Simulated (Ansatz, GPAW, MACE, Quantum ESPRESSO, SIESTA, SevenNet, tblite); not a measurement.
# Which run comes nearest? Generalised stacking fault on (110) of a LiCl-LiBr solid solution (56 atoms)

The cell holds 56 atoms: 28 Li, 10 Br and 18 Cl. Its edges and angles: a = 7.448 Å, b = 5.266 Å, c = 26.274 Å, α = 90.0°, β = 88.6°, γ = 90.0°. Rock-salt LiCl lattice (a = 5.2663 Å, the value set for the mixture), cell with z along [110], 2 x 1 x 7 periods; the third cell vector is tilted by 0.167 of 1/2[1-10] and lengthened by 0.2 Å, so the cell holds one fault; displaced by a Gaussian of 0.01 Å; 10 of 28 Cl sites given to Br at random (lattice constant by Vegard's rule between LiCl and LiBr). Then every atom was moved at random, 0.02 Å r.m.s. a Cartesian component.

Geometry: as built.

The reference, a calculation:

```
method                                           : Kohn-Sham DFT, PBE, SSSP efficiency 1.3.0 pseudopotentials, plane waves (Quantum ESPRESSO 7.5); sssp-pbe-1.3.0-efficiency, cutoffs 45/360 Ry, Γ point
r.m.s. force component                           : 0.132 eV/Å
longest force                                    : 0.6691 eV/Å
pressure                                         : -0.1323 GPa
gap (highest filled to lowest empty level) : 5.406 eV
time                                             : 3.7 min on 2 MPI ranks of Arm Neoverse V1, shared host
CPU time                                         : 7.4 min
```

Runs, in no order:
A. QE PBE, sssp-1.3.0-efficiency, 45/360 Ry, rmm-davidson: Kohn-Sham DFT, PBE, SSSP efficiency 1.3.0 pseudopotentials, plane waves
B. GPAW PBE, LCAO dzp, h 0.2 Å, other mixer settings: Kohn-Sham DFT, PBE, PAW, atomic orbitals (dzp)
C. QE PBE, dojo-0.4.1-standard, 80/320 Ry: Kohn-Sham DFT, PBE, PseudoDojo 0.4.1 standard norm-conserving pseudopotentials, plane waves
D. SIESTA PBE, DZP, shift 0.04 Ry, mesh 300 Ry: Kohn-Sham DFT, PBE, PseudoDojo 0.4.1 norm-conserving pseudopotentials (converted to PSML), numerical atomic orbitals (DZP), diagonalisation
E. SIESTA PBE, SZP, shift 0.01 Ry, mesh 300 Ry: Kohn-Sham DFT, PBE, PseudoDojo 0.4.1 norm-conserving pseudopotentials (converted to PSML), numerical atomic orbitals (SZP), diagonalisation

**Question.** Rank the runs by how far their forces lie from the reference's, least first.

A, C, E, B, D.

```tsv
run	Δ force, r.m.s. (meV/Å)	share of r.m.s. force (%)	CPU time
A. QE PBE, sssp-1.3.0-efficiency, 45/360 Ry, rmm-davidson	0.292	0.221	7.7 min
C. QE PBE, dojo-0.4.1-standard, 80/320 Ry	0.603	0.457	8.3 min
E. SIESTA PBE, SZP, shift 0.01 Ry, mesh 300 Ry	20.4	15.5	2 min
B. GPAW PBE, LCAO dzp, h 0.2 Å, other mixer settings	30.7	23.3	90 s
D. SIESTA PBE, DZP, shift 0.04 Ry, mesh 300 Ry	52.8	40.0	69 s
```

The electronic-structure runs sample only Γ, in a cell whose shortest periodic width is 5 Å.

[Logs are printed without paths, hosts, clocks, repeated set-up lines and the standing remarks that a program may print on its own settings, such as how far it seeks lower states.]

[Hosts, paths, dates, database ids (printed as entryN), source tags and the programs' standing remarks are cut or masked in the printed files.]
